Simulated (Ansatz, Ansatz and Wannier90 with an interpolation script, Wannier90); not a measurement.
# BaTiO3 (Pm-3m): what limits a Wannier interpolation of GW

How do the Wannier model and the GW settings move the interpolated bands of BaTiO3 (Pm-3m)?

Program: Wannier90 4.0.3. Level of theory: maximally localised Wannier functions from the overlaps of LDA states (plane waves, PAW). Results are calculated unless marked as measured.

This is a report of a sequence of runs, with most program output left out.

## Step 1: Set-up

Symmetry: Pm-3m, No. 221, cubic system. Conventional cell: a = 4.006 Å, b = 4.006 Å, c = 4.006 Å, α = 90.00°, β = 90.00°, γ = 90.00°. Nearest to Ba lie 12 O at 2.83 Å. Nearest to Ti lie 6 O at 2.00 Å. Nearest to O lie 2 Ti at 2.00 Å and 4 Ba at 2.83 Å. Farther neighbours and most contacts between anions are not listed.

Coordinates:

```cif
data_structure
_symmetry_space_group_name_H-M 'Pm-3m'
_symmetry_Int_Tables_number 221
_cell_length_a 4.0060
_cell_length_b 4.0060
_cell_length_c 4.0060
_cell_angle_alpha 90.000
_cell_angle_beta 90.000
_cell_angle_gamma 90.000
_cell_volume 64.29
loop_
_atom_site_label
_atom_site_type_symbol
_atom_site_symmetry_multiplicity
_atom_site_Wyckoff_symbol
_atom_site_fract_x
_atom_site_fract_y
_atom_site_fract_z
_atom_site_occupancy
Ba1 Ba 1 b 0.50000 0.50000 0.50000 1
Ti1 Ti 1 a 0.00000 0.00000 0.00000 1
O1 O 3 d 0.50000 0.00000 0.00000 1
```

The cell and positions come from the Crystallography Open Database and are kept as given unless a step says otherwise. Spin-orbit coupling is left out unless a step names it.

## Step 2: Wannier model on 8×8×8, by Wannier90

Localised functions give a small Hamiltonian that interpolates between mesh points at no cost.

w.win reads:

```
num_iter = 1200
conv_tol = 1.0e-8
conv_window = 5
dis_num_iter = 4000
dis_conv_tol = 1.0e-8
dis_mix_ratio = 0.7
write_hr = true
use_ws_distance = false
num_print_cycles = 50
! ansatz wannier90 interface
! projections by site (counted from 0) and shell: 2 2P, 3 2P, 4 2P, 1 3D
! states of the run's bands (counted from 1): 1-31
num_bands = 31
num_wann  = 14
dis_win_min = 5.24
dis_win_max = 18.59
dis_froz_min = 5.24
dis_froz_max = 13.79
guiding_centres = true

begin unit_cell_cart
Ang
                    4.006                      0.0                      0.0
                      0.0                    4.006                      0.0
                      0.0                      0.0                    4.006
end unit_cell_cart

begin atoms_frac
Ba                       0.5                      0.5                      0.5
Ti                       0.0                      0.0                      0.0
O                        0.5                      0.0                      0.0
O                        0.0                      0.5                      0.0
O                        0.0                      0.0                      0.5
end atoms_frac

mp_grid = 8 8 8

[... the mesh's points ...]
```

Run with:

```sh
OMP_NUM_THREADS=1 mpirun -n 8 wannier90.x w > wannier90.x.log
```

Wall time 4.6 s (8 MPI ranks of Arm Neoverse V2, shared host).

This step gave:

```
gauge-invariant spread     : 14.60 Å²
diagonal spread            : 0 Å²
off-diagonal spread        : 0.2831 Å²
total spread               : 14.88 Å²
disentanglement steps      : 127
r.m.s. interpolation error : 1.57e-4 eV
r.m.s. error near the gap  : 1.55e-4 eV
```

Near the gap the model misses directly solved bands by 0.2 meV r.m.s. and by 1 meV at most in the window tested. This tests the starting bands, not the corrections carried with them.

## Step 3: Wannier model on 8×8×8, by the program's own minimiser

This step: maximally localised Wannier functions, LDA, plane waves, PAW.

input.yaml reads:

```yaml
crystal:
  lattice:
    - [4.006, 0.0, 0.0]
    - [0.0, 4.006, 0.0]
    - [0.0, 0.0, 4.006]
  atoms:
    - { symbol: Ba, position: [0.5, 0.5, 0.5] }
    - { symbol: Ti, position: [0.0, 0.0, 0.0] }
    - { symbol: O, position: [0.5, 0.0, 0.0] }
    - { symbol: O, position: [0.0, 0.5, 0.0] }
    - { symbol: O, position: [0.0, 0.0, 0.5] }
kpoints:
  mp_grid: { grid: [4, 4, 4] }
hamiltonian:
  xc: lda
scf:
  occupations: { method: fixed }
  n_extra_bands: 34
output:
  wannier:
    kmesh: [8, 8, 8]
    projections: [{ species: O, l: p, shell: 2 }, { species: Ti, l: d, shell: 3 }]
    minimise: true
    write_hr: true
    seedname: w
    conv_tol: 1.0e-06
    max_iter: 20000
    stability_check: false
    disentanglement:
      window: [5.24, 18.59]
      frozen_window: [5.24, 13.79]
      conv_tol: 1.0e-08
```

Run with:

```sh
ansatz run input.yaml --threads 8 --pin off --max-ram 18432MiB --backend cpu --events-out ev --progress --plain --runs-dir out
```

Wall time 4.3 s (8 threads); peak memory 0.94 GiB.

Numbers from this step:

* gauge-invariant spread: 14.60 Å²
* diagonal spread: 2.00e-25 Å²
* off-diagonal spread: 0.2830 Å²
* total spread: 14.88 Å²
* least projectability: 0.6634
* localisation steps: 34
* disentanglement steps: 119
* r.m.s. interpolation error: 1.57e-4 eV
* r.m.s. error near the gap: 1.56e-4 eV

Near the gap the model misses directly solved bands by 0.2 meV r.m.s. and by 1 meV at most in the window tested. This tests the starting bands, not the corrections carried with them.

Frozen up to 3.90 eV; above it the model need not follow the bands. The electronic bands at the labelled points (eV, zero at the valence-band top; v1 is the highest filled band, c1 the lowest empty one):

| point | v4 | v3 | v2 | v1 | c1 | c2 | c3 | c4 |
| --- | --- | --- | --- | --- | --- | --- | --- | --- |
| Γ | -1.12 | -0.10 | -0.10 | -0.10 | 1.70 | 1.70 | 1.70 | 3.97 |
| halfway | -1.55 | -1.21 | -0.44 | -0.44 | 1.77 | 2.68 | 2.68 | 3.97 |
| X | -1.84 | -1.84 | -0.68 | -0.68 | 1.83 | 3.47 | 3.47 | 3.97 |
| halfway | -1.36 | -1.28 | -1.08 | -0.48 | 2.73 | 3.48 | 3.60 | 4.64 |
| M | -1.71 | -0.83 | -0.83 | -0.05 | 3.49 | 3.49 | 3.91 | 4.86 |
| halfway | -1.48 | -1.01 | -0.93 | -0.45 | 2.63 | 2.78 | 3.02 | 4.53 |
| Γ | -1.12 | -0.10 | -0.10 | -0.10 | 1.70 | 1.70 | 1.70 | 3.97 |
| halfway | -2.33 | -0.69 | -0.69 | -0.59 | 3.13 | 3.15 | 3.15 | 5.94 |
| R | -2.35 | 0.00 | 0.00 | 0.00 | 4.16 | 4.16 | 4.16 | 7.71 |
| halfway | -2.15 | -0.89 | -0.58 | -0.49 | 3.25 | 3.68 | 3.71 | 5.91 |
| X | -1.84 | -1.84 | -0.68 | -0.68 | 1.83 | 3.47 | 3.47 | 3.97 |
| jump to R | -2.35 | 0.00 | 0.00 | 0.00 | 4.16 | 4.16 | 4.16 | 7.71 |
| halfway | -2.45 | -0.51 | -0.51 | -0.02 | 3.80 | 3.80 | 4.03 | 6.39 |
| M | -1.71 | -0.83 | -0.83 | -0.05 | 3.49 | 3.49 | 3.91 | 4.86 |

The same for Kohn-Sham, solved directly:

```csv
point,v4,v3,v2,v1,c1,c2,c3,c4
Γ,-1.12,-0.10,-0.10,-0.10,1.70,1.70,1.70,3.97
X,-1.84,-1.84,-0.68,-0.68,1.83,3.47,3.47,3.97
M,-1.71,-0.83,-0.83,-0.05,3.49,3.49,3.90,4.82
Γ,-1.12,-0.10,-0.10,-0.10,1.70,1.70,1.70,3.97
R,-2.35,0.00,0.00,0.00,4.16,4.16,4.16,6.77
X,-1.84,-1.84,-0.68,-0.68,1.83,3.47,3.47,3.97
R,-2.35,0.00,0.00,0.00,4.16,4.16,4.16,6.77
M,-1.71,-0.83,-0.83,-0.05,3.49,3.49,3.90,4.82
```

## Step 4: Wannier model on 4×4×4, by Wannier90

This step: maximally localised Wannier functions from the overlaps of LDA states (plane waves, PAW).

w.win, as its differences from that of step 2:

```diff
@@ -35,3 +35,3 @@
 
-mp_grid = 8 8 8
+mp_grid = 4 4 4
```

Run with:

```sh
OMP_NUM_THREADS=1 mpirun -n 8 wannier90.x w > wannier90.x.log
```

Run time: 0.98 s. Hardware: 8 MPI ranks.

Numbers from this step:

```
gauge-invariant spread     : 13.81 Å²
diagonal spread            : 0 Å²
off-diagonal spread        : 0.2822 Å²
total spread               : 14.09 Å²
disentanglement steps      : 44
r.m.s. interpolation error : 0.002580 eV
r.m.s. error near the gap  : 0.002537 eV
```

Near the gap the model misses directly solved bands by 2.5 meV r.m.s. and by 15 meV at most in the window tested. This tests the starting bands, not the corrections carried with them.

Frozen up to 3.90 eV; above it the model need not follow the bands. Electronic bands along the path, in eV, zero at the valence-band top; v1 is the highest filled band, c1 the lowest empty one:

| point | v4 | v3 | v2 | v1 | c1 | c2 | c3 | c4 |
| --- | --- | --- | --- | --- | --- | --- | --- | --- |
| Γ | -1.12 | -0.10 | -0.10 | -0.10 | 1.70 | 1.70 | 1.70 | 3.97 |
| halfway | -1.55 | -1.21 | -0.44 | -0.44 | 1.77 | 2.68 | 2.68 | 3.97 |
| X | -1.84 | -1.84 | -0.68 | -0.68 | 1.83 | 3.47 | 3.47 | 3.97 |
| halfway | -1.36 | -1.28 | -1.08 | -0.48 | 2.73 | 3.48 | 3.60 | 4.65 |
| M | -1.71 | -0.83 | -0.83 | -0.05 | 3.49 | 3.49 | 3.91 | 4.89 |
| halfway | -1.48 | -1.01 | -0.93 | -0.45 | 2.63 | 2.78 | 3.02 | 4.54 |
| Γ | -1.12 | -0.10 | -0.10 | -0.10 | 1.70 | 1.70 | 1.70 | 3.97 |
| halfway | -2.33 | -0.69 | -0.69 | -0.59 | 3.13 | 3.15 | 3.15 | 5.94 |
| R | -2.35 | 0.00 | 0.00 | 0.00 | 4.16 | 4.16 | 4.16 | 7.71 |
| halfway | -2.15 | -0.89 | -0.58 | -0.49 | 3.25 | 3.68 | 3.71 | 5.93 |
| X | -1.84 | -1.84 | -0.68 | -0.68 | 1.83 | 3.47 | 3.47 | 3.97 |
| jump to R | -2.35 | 0.00 | 0.00 | 0.00 | 4.16 | 4.16 | 4.16 | 7.71 |
| halfway | -2.45 | -0.51 | -0.51 | -0.02 | 3.80 | 3.80 | 4.03 | 6.41 |
| M | -1.71 | -0.83 | -0.83 | -0.05 | 3.49 | 3.49 | 3.91 | 4.89 |

The same for Kohn-Sham, solved directly:

(Unchanged from step 3.)

## Step 5: G0W0: 4×4×4 mesh, 268 empty bands, screening to 150 eV

Now the one-shot GW correction: screening in the RPA, then the self-energy of the levels asked for.

This step: G0W0 on LDA, plane waves, PAW.

input.yaml, the sections that differ from step 3:

```yaml
scf:
  occupations: { method: fixed }
gw:
  n_empty_bands: 268
  ecut_chi: 150.0
  qp_bands: [v9, c3]
  screening: { model: contour_deformation }
# crystal, kpoints, hamiltonian: as in step 3
# output: removed
```

Run with:

```sh
ansatz run input.yaml --threads 8 --pin off --max-ram 18432MiB --backend cpu --events-out ev --progress --plain --runs-dir out
```

Run time: 33 s. Hardware: 8 threads; peak memory 1.3 GiB.

The G0W0 gap on the mesh is 3.221 eV.

## Step 6: G0W0: 2×2×2 mesh, 268 empty bands, screening to 150 eV

input.yaml, as its differences from that of step 5:

```diff
@@ -12,3 +12,3 @@
 kpoints:
-  mp_grid: { grid: [4, 4, 4] }
+  mp_grid: { grid: [2, 2, 2] }
 hamiltonian:
```

It took 4.3 s on 8 threads; peak memory 0.77 GiB.

The G0W0 gap on the mesh is 2.530 eV.

## Step 7: G0W0: 4×4×4 mesh, 124 empty bands, screening to 90 eV

input.yaml, as its differences from that of step 6:

```diff
@@ -12,3 +12,3 @@
 kpoints:
-  mp_grid: { grid: [2, 2, 2] }
+  mp_grid: { grid: [4, 4, 4] }
 hamiltonian:
@@ -18,4 +18,4 @@
 gw:
-  n_empty_bands: 268
-  ecut_chi: 150.0
+  n_empty_bands: 124
+  ecut_chi: 90
   qp_bands: [v9, c3]
```

Elapsed: 9 s, on 8 threads; peak memory 0.63 GiB.

The G0W0 gap on the mesh is 3.211 eV.

## Step 8: G0W0: 4×4×4 mesh, 268 empty bands, screening to 150 eV, plasmon pole

input.yaml, as its differences from that of step 7:

```diff
@@ -18,5 +18,5 @@
 gw:
-  n_empty_bands: 124
-  ecut_chi: 90
+  n_empty_bands: 268
+  ecut_chi: 150.0
   qp_bands: [v9, c3]
-  screening: { model: contour_deformation }
+  screening: { model: godby_needs }
```

The job ended after 50 s (8 threads; peak memory 1.3 GiB; 6.3 min of CPU time).

The G0W0 gap on the mesh is 3.223 eV.

## Step 9: Interpolated results

Times are wall times on 8 threads of Arm Neoverse V2, shared host, good to a factor of about two.

```
GW mesh  empty bands  cutoff (eV)            frequency  gap on mesh (eV)  gap over zone (eV)  direct gap (eV)  valence width (eV)  GW time
  4×4×4          268          150  contour deformation             3.221               3.221            3.334               4.609     33 s
  2×2×2          268          150  contour deformation             2.530               2.887            3.055               4.566    4.3 s
  4×4×4          124           90  contour deformation             3.211               3.210            3.303               4.693      9 s
  4×4×4          268          150         plasmon pole             3.223               3.223            3.331               4.900     50 s
```

## Step 10: Summary of results

* 4×4×4 mesh, 268 empty bands, screening to 150 eV: 3.22 eV
* 2×2×2 mesh, 268 empty bands, screening to 150 eV: 2.89 eV
* 4×4×4 mesh, 124 empty bands, screening to 90 eV: 3.21 eV
* 4×4×4 mesh, 268 empty bands, screening to 150 eV, plasmon pole: 3.22 eV

In words: The largest change, −0.33 eV in the gap over the zone, comes with 2×2×2 mesh, 268 empty bands, screening to 150 eV. The first run is a reference, not a converged one, and where a row moves several settings no single cause can be named. Rows on another GW mesh add that mesh's corrections to the bands of the one model. The program's own minimiser ends at the same spread as the first model, 14.9 Å², from the same trial orbitals; this need not be the lowest minimum. Coarser Wannier mesh (4×4×4): the miss near the gap goes from under 1 (the model on 8×8×8) to 3 meV and the total spread from 14.9 to 14.1 Å². With 2×2×2 mesh, 268 empty bands, screening to 150 eV the gap over the zone moves by −0.33 eV and that on the mesh by −0.69 eV. With 4×4×4 mesh, 124 empty bands, screening to 90 eV the gap over the zone moves by −0.01 eV and that on the mesh by −0.01 eV. With 4×4×4 mesh, 268 empty bands, screening to 150 eV, plasmon pole the gap over the zone moves by +0.002 eV and that on the mesh by +0.003 eV. Gaps over the zone and on the mesh differ where an edge lies off the mesh, or where a GW run starts from another density: the starting gap over the zone is 1.702 eV, on the GW meshes it is 1.702 eV and 1.334 eV. The 4×4×4 mesh is coarse for this cell (its supercell is 16 Å along the shortest edge). The RPA ε∞ on it, from the LDA start, is 7.27; such meshes misread the long-range screening, most where the gap is narrow. This is the ideal cubic cell; many perovskites, halides above all, are cubic only on average, and local tilts or off-centring can widen the gap. The many-body steps are scalar-relativistic: spin-orbit coupling is not in them.

[Paths, hosts, dates, memory and timing lines, banners, echoed tables and standing remarks are left out of the program output.]

[Logs are printed without paths, hosts, clocks, repeated set-up lines and the standing remarks that a program may print on its own settings, such as how far it seeks lower states.]

[Runs of the session that timed out or met a known fault of the program may be left out.]

[Hosts, paths, dates, database ids (printed as entryN), source tags and the programs' standing remarks are cut or masked in the printed files.]
